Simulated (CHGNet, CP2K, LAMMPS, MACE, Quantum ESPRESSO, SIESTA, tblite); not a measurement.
# Bulk modulus two ways: glassy 75Sc2O3-25SiO2 (mol %) (72 atoms), QE, PBE

The cell holds 72 atoms (24 Sc, 4 Si and 44 O). Recipe: 72 atoms (24 Sc, 4 Si, 44 O) placed at random at 3.36 g/cm³, melted at 4000 K for 10 ps at fixed volume with the Morse and Coulomb pair potential with partial charges (Pedone, Malavasi, Menziani, Cormack and Segre, J. Phys. Chem. B 110, 11780 (2006)). Quenched from 4000 K to 300 K at 20 K/ps and fixed volume, held 10 ps at zero pressure. Then the atoms were relaxed with MACE MP-0b3 medium in the fixed cell.

Calculated with Quantum ESPRESSO 7.5: PBE; plane waves, SSSP efficiency, 60/480 Ry; k-points Γ. The cell is scaled evenly by ±3 % in volume, and MACE MP-0b3 medium relaxes the atoms at each volume before the single point.

| volume (Å³/atom) | energy less the middle row's (meV/atom) | pressure (GPa) |
| --- | --- | --- |
| 12.684 | -4.320 | -0.783 |
| 13.076 | 0.000 | -3.715 |
| 13.468 | 10.478 | -6.151 |

**Question.** Find the bulk modulus at the middle volume from the pressures and from the energies, and check the printed pressure against the slope of the energy (1 meV/Å³ = 0.16022 GPa).

**Working.**

The step is h = 0.3923 Å³. From pressures: B = −V dP/dV = 13.076 × (-0.783 − (-6.151)) / (2 × 0.3923) = 89.5 GPa.

From energies: B = V d²E/dV² = 13.076 × (-4.320 + (10.478)) / 0.3923² = 523.3 meV/Å³ = 83.8 GPa.

Slope: P = −dE/dV = −(10.478 − (-4.320)) / (2 × 0.3923) = -18.9 meV/Å³ = -3.02 GPa, against -3.71 GPa printed.

The two moduli agree within 6 %.

A central difference over ±3 % overstates P by about B(1 + B′)(0.03)²/6, some 0.07 GPa for B′ = 4, which is small against the gap found. The atoms follow MACE MP-0b3 medium, so this level's forces do work along the path, which enters the energies but not the printed pressures. A stress printed at a finite cutoff holds the number of plane waves fixed and tends to come out low, which is the sign found here.

Limits: three points, a static cell at zero temperature, the cell shape held; the modulus is that at -3.7 GPa, not at zero pressure.

[Hosts, paths, dates, database ids (printed as entryN), source tags and the programs' standing remarks are cut or masked in the printed files.]
